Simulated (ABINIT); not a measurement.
# A GW chain in ABINIT: CsSrF3 (Pm-3m), part 3 of 3

Wanted: ground state, empty states, screening and self-energy for CsSrF3 (Pm-3m).

ABINIT 10.8.3; PBEsol and many-body steps on it, plane waves. Known limits of the many-body steps: not at the basis limit; screening head approximate; coarse k mesh.

So far. Step 4 (Empty states on the mesh, 2×2×2 mesh, 160 bands): On this mesh the gap is 6.227 eV. Step 5 (Screening, 2×2×2 mesh, 146 bands, screening to 98 eV): Local fields lower ε∞ by 8 %. On a Γ-centred mesh this coarse the value itself is usually too large, while a short band sum pulls it down.

**6. Self-energy, 2×2×2 mesh, 146 bands, screening to 98 eV**

The self-energy is evaluated for the states that the input lists, and the levels follow from it, in one-shot runs by the linearised quasiparticle equation.

This step: G0W0 on PBEsol with spin-orbit coupling, plane waves, norm-conserving pseudopotentials.

Input file run.abi:

```
acell 3*1.0 Angstrom
rprim 
  4.763247010000 0.000000000000 0.000000000000
  0.000000000000 4.763247010000 0.000000000000
  0.000000000000 0.000000000000 4.763247010000
ntypat 3
znucl 55 38 9
natom 5
typat 1 2 3 3 3
xred 
  0.000000000000 0.000000000000 0.000000000000
  0.500000000000 0.500000000000 0.500000000000
  0.000000000000 0.500000000000 0.500000000000
  0.500000000000 0.000000000000 0.500000000000
  0.500000000000 0.500000000000 0.000000000000
pp_dirpath "pseudos"
pseudos "Cs.upf, Sr.upf, F.upf"
ecut 36
nspinor 2
ngkpt 2 2 2
nshiftk 1
shiftk 0 0 0
kptopt 1
chksymbreak 0
istwfk *1
occopt 1
irdwfk 1
optdriver 4
nband 146
gwcalctyp 0
ecutsigx 36
symsigma 0
nkptgw 1
kptgw 
  0.0000000000 0.0000000000 0.0000000000
bdgw 
  37 46
ecuteps 3.6
irdscr 1
ppmodel 1
indata_prefix "in"
outdata_prefix "out"
tmpdata_prefix "tmp"
```

The run is started by

```
$ OMP_NUM_THREADS=1 mpirun -n 4 abinit run.abi > log
```

Numbers of over 12 decimals in the logs are rounded to 6 here.

The program printed:

```text
.Version 10.8.3 of ABINIT. v10.8.2 released Aug 2026.

 Symmetries : space group Pm -3 m (#221); Bravais cP (primitive cubic)
[... echo of the input left out ...]
== DATASET  1 ==================================================================
-   mpi_nproc: 4, omp_nthreads: 1 (-1 if OMP is not activated)

--- !DatasetInfo
iteration_state: {dtset: 1, }
dimensions: {natom: 5, nkpt: 4, mband: 146, nsppol: 1, nspinor: 2, nspden: 1, mpw: 7568, }
cutoff_energies: {ecut:  36.0, pawecutdg:  -1.0, }
electrons: {nelect:   4.00000000E+01, charge:   0.00000000E+00, occopt:   1.00000000E+00, tsmear:   1.00000000E-02, }

 SIGMA: Calculation of the GW corrections

 Based on a program developped by R.W. Godby, V. Olevano, G. Onida, and L. Reining.
 Incorporated in ABINIT by V. Olevano, G.-M. Rignanese, and M. Torrent.
.Using double precision arithmetic ; gwpc =  8

[... cell and pseudopotentials left out ...]
--------------------------------------------------------------------------------

 ==== K-mesh for the wavefunctions ====
 Number of points in the irreducible wedge :     4
[... list of points left out ...]
 Together with 48 symmetry operations and time-reversal symmetry
 yields     8 points in the full Brillouin Zone.

 ==== Q-mesh for screening function ====
 Number of points in the irreducible wedge :     4
[... list of points left out ...]
 Together with 48 symmetry operations and time-reversal symmetry
 yields     8 points in the full Brillouin Zone.

 vcoul_init : cutoff-mode = AUXILIARY_FUNCTION
 q-points for optical limit:   1
     1)      0.000010    0.000020    0.000030
 setmesh: FFT mesh size selected  =    50x   50x   50
          total number of points  =       125000

 Number of electrons calculated from density =   40.0000; Expected =   40.0000
 average of density, n =  0.054847
 r_s =    1.6327
 omega_plasma =   22.5909 [eV]

 === KS Band Gaps ===
  >>>> For spin  1
   Minimum direct gap =   6.2266 [eV], located at k-point      :   0.0000  0.0000  0.0000
   Fundamental gap    =   6.2266 [eV], Top of valence bands at :   0.0000  0.0000  0.0000
                                       Bottom of conduction at :   0.0000  0.0000  0.0000
 SIGMA fundamental parameters:
 PLASMON POLE MODEL  1
 number of plane-waves for SigmaX                 7497
 number of plane-waves for SigmaC and W            251
 number of plane-waves for wavefunctions          7497
 number of bands                                   146
 number of independent spin polarizations            1
 number of spinorial components                      2
 number of k-points in IBZ                           4
 number of q-points in IBZ                           4
 number of symmetry operations                      48
 number of k-points in BZ                            8
 number of q-points in BZ                            8
 number of frequencies for dSigma/dE                 9
 frequency step for dSigma/dE [eV]                0.25
 number of omega for Sigma on real axis              0
 max omega for Sigma on real axis  [eV]           0.00
 zcut for avoiding poles [eV]                     0.10

 EPSILON^-1 parameters (SCR file):
 dimension of the eps^-1 matrix on file            251
 dimension of the eps^-1 matrix used               251
 number of plane-waves for wavefunctions          7497
 number of bands                                   146
 number of q-points in IBZ                           4
 number of frequencies                               2
 number of real frequencies                          1
 number of imag frequencies                          1

 matrix elements of self-energy operator (all in [eV])

 Perturbative Calculation

--- !SelfEnergy_ee
iteration_state: {dtset: 1, }
kpoint     : [   0.000,    0.000,    0.000, ]
spin       : 1
KS_gap     :    6.227
QP_gap     :    9.316
Delta_QP_KS:    3.089
data: !SigmaeeData |
     Band     E0 <VxcDFT>   SigX SigC(E0)      Z dSigC/dE  Sig(E)    E-E0       E
       37   0.293 -22.228 -29.628   5.304   0.795  -0.258 -23.894  -1.667  -1.374
       38   0.293 -22.228 -29.634   5.305   0.795  -0.258 -23.898  -1.670  -1.377
       39   0.293 -22.228 -29.629   5.304   0.795  -0.258 -23.895  -1.667  -1.374
       40   0.293 -22.228 -29.634   5.305   0.795  -0.258 -23.897  -1.670  -1.377
       41   6.520  -8.025  -3.757  -2.667   0.886  -0.128  -6.606   1.419   7.939
       42   6.520  -8.025  -3.757  -2.667   0.886  -0.128  -6.606   1.419   7.939
       43   7.967  -7.791  -3.492  -2.561   0.885  -0.130  -6.254   1.537   9.505
       44   7.967  -7.791  -3.492  -2.561   0.885  -0.130  -6.254   1.538   9.505
       45   7.967  -7.791  -3.492  -2.561   0.885  -0.130  -6.254   1.538   9.505
       46   7.967  -7.791  -3.492  -2.561   0.885  -0.130  -6.254   1.537   9.505

== END DATASET(S) ==============================================================
================================================================================

 -outvars: echo values of variables after computation  --------
           etotal      0.0000000000E+00
            nband         146
             nkpt           4
          spgroup         221
 [... the other variables as echoed above ...]

 Calculation completed.
```

Elapsed: 29 s, on 4 MPI ranks of Arm Neoverse V1, shared host; peak memory 1.7 GiB; 1.9 min of CPU time.

This step gave:

- G0W0 gap on the points computed: 9.313 eV
- starting gap on the mesh: 6.227 eV
- k of the valence top: 0, 0, 0
- k of the conduction bottom: 0, 0, 0
- Z at the valence top: 0.795
- Z at the conduction bottom: 0.886
- least direct G0W0 gap on the computed points: 9.313 eV

The gap on the mesh goes from 6.23 eV to 9.31 eV, a correction of +3.09 eV.

Limits: finite bands, cutoff and mesh; screening head approximate; coarse k mesh. v1 is the top filled band, c1 the lowest empty one. Levels before and after the correction, in eV, zero at the valence-band top of each column:

```csv
,conduction bottom,valence top
Kohn-Sham,6.23,0.00
G0W0,9.31,0.00
```

```csv
,level,energy (eV)
Kohn-Sham,Γ v4-v1,0.000
Kohn-Sham,Γ c1-c2,6.227
Kohn-Sham,Γ c3-c6,7.674
G0W0,Γ v4-v1,0.000
G0W0,Γ c1-c2,9.313
G0W0,Γ c3-c6,10.879
```

**7. Where the time went**

Times are wall times on 4 MPI ranks of Arm Neoverse V1, shared host, good to a factor of about two.

```csv
step,time,share,memory (GiB)
ground state,3.6 min,28 %,0.52
bands along the symmetry lines,5.3 min,41 %,0.67
empty states on the mesh,3.2 min,24 %,0.56
screening,30 s,4 %,1.7
self-energy,29 s,4 %,1.7
```

**8. Outcome**

| Quantity | Value |
| --- | --- |
| PBEsol gap | 6.23 eV, direct |
| G0W0 gap on the mesh | 9.31 eV |
| GW settings | 2×2×2 mesh, 146 bands, screening to 98 eV, Godby-Needs plasmon pole |
| known limits | not at the basis limit; screening head approximate; coarse k mesh |

In words: G0W0 moves the gap on the mesh from 6.23 eV to 9.31 eV (+3.09 eV), with Z of 0.80 and 0.89 at the edges. Local fields lower the RPA ε∞ on this mesh from 2.66 to 2.45; a Γ-centred mesh this coarse tends to raise both, most where the direct gap is narrow, while a short band sum lowers them. Only 1 of the mesh's irreducible points was corrected, so a valley elsewhere could overtake. Bands and cutoff are finite, so the gap is not at the basis limit. The miss can reach some tenths of an eV and take either sign; the mesh is an error of its own. In the G0W0 run levels were corrected at 1 k point alone, so a gap called «on the mesh» is the least over those, and an edge elsewhere would be missed. The 2×2×2 mesh is coarse for this cell, which bears on the long-range parts of exchange and screening. This is the ideal cubic cell; many perovskites, halides above all, are cubic only on average, and local tilts or off-centring can widen the gap. The long-wavelength limit of the screening leaves out the non-local commutator, which shifts ε∞.

[Paths, hosts, dates, memory and timing lines, banners, echoed tables and standing remarks are left out of the program output.]

[Logs are printed without paths, hosts, clocks, repeated set-up lines and the standing remarks that a program may print on its own settings, such as how far it seeks lower states.]

[Runs of the session that timed out or met a known fault of the program may be left out.]

[Hosts, paths, dates, database ids (printed as entryN), source tags and the programs' standing remarks are cut or masked in the printed files.]

[G0W0 gaps are taken among the corrected bands and points alone; a level outside them can change the order at an edge.]

[Where Ansatz stands beside ABINIT at settings called matched, ABINIT's density can come from a denser mesh and the files from another edition; pairs whose starting gaps differed by over 0.03 eV were left out, so agreement reads better than it is.]
